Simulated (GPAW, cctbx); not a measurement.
## K2ScCuBr6: what bonding does to one electron reflection, worked out

K2ScCuBr6, Fm-3m (no. 225), a = 10.6863 Å, b = 10.6863 Å, c = 10.6863 Å, α = 90.00°, β = 90.00°, γ = 90.00°.

| atom | mult. | x | y | z |
| --- | --- | --- | --- | --- |
| Br1 | 24 | 0 | 0 | 0.7491 |
| Cu1 | 4 | 0 | 0 | 0 |
| Sc1 | 4 | 1/2 | 0 | 0 |
| K1 | 8 | 1/4 | 3/4 | 3/4 |

The start was made by putting kin elements into a known structure type; the compound need not exist, or be stable, in this form.

A DFT run (GPAW, PBE, 450 eV, 3×3×3 k-points, Fermi–Dirac width 0.05 eV) gives the static X-ray structure factor of 022 as 49.341 e for the conventional cell; superposed free atoms give 51.260 e. **Problem.** Find the Fourier component V of the crystal potential and the two-beam extinction distance at 80 kV in both cases.

## 1. Geometry

The cell volume is Ω = 1220.36 Å³ and d(022) = 3.7782 Å, so g = 1/d = 0.2647 Å⁻¹.

## 2. The nuclei

Electrons feel nuclei as well as electrons, so the nuclear charges are summed with the same phases.

Phase sums Σ exp(2πi h·x), turned so that the total is real and positive: Br -7.999, Cu +4.000, Sc +4.000, K +8.000. Then F_Z = 35 × (-7.999) + 29 × (+4.000) + 21 × (+4.000) + 19 × (+8.000) = 72.03 e. The electron term has the same sign for this reflection.

## 3. Mott–Bethe

Poisson's equation, term by term, gives V = (e/4πε₀)(F_Z − F)/(πΩg²), with e/4πε₀ = 14.3996 V Å.

The prefactor is 14.3996 × 3.7782²/(π × 1220.36) = 0.05361 V per electron. Free atoms: (72.03 − 51.260) × 0.05361 = 1.114 V. Crystal: (72.03 − 49.341) × 0.05361 = 1.217 V. F changes by -3.74 % and V by +9.2 %: the same 1.92 e is measured against F_Z − F = 20.8 e in place of F = 51.3 e.

## 4. Extinction distance

In the two-beam case ξ = 1/(λU) with U = 2γm₀eV/h², that is ξ = 150.41 V Å²/(γλV).

At 80 kV, λ = 0.04176 Å and γ = 1.1566. Free atoms: ξ = 2796 Å. Crystal: ξ = 2560 Å. The thickness fringes go as sin²(πt/ξ), so the two patterns slip by a quarter of a period when t|1/ξ₁ − 1/ξ₀| = 1/4, at t ≈ 757 nm. Thermal motion, absorption and many-beam coupling, left out here, change a real pattern.

## 5. Answer

V(022) is 1.22 V against 1.11 V, and ξ is 2560 against 2796 Å. Limits: static atoms, two beams; no Hubbard U on Cu.
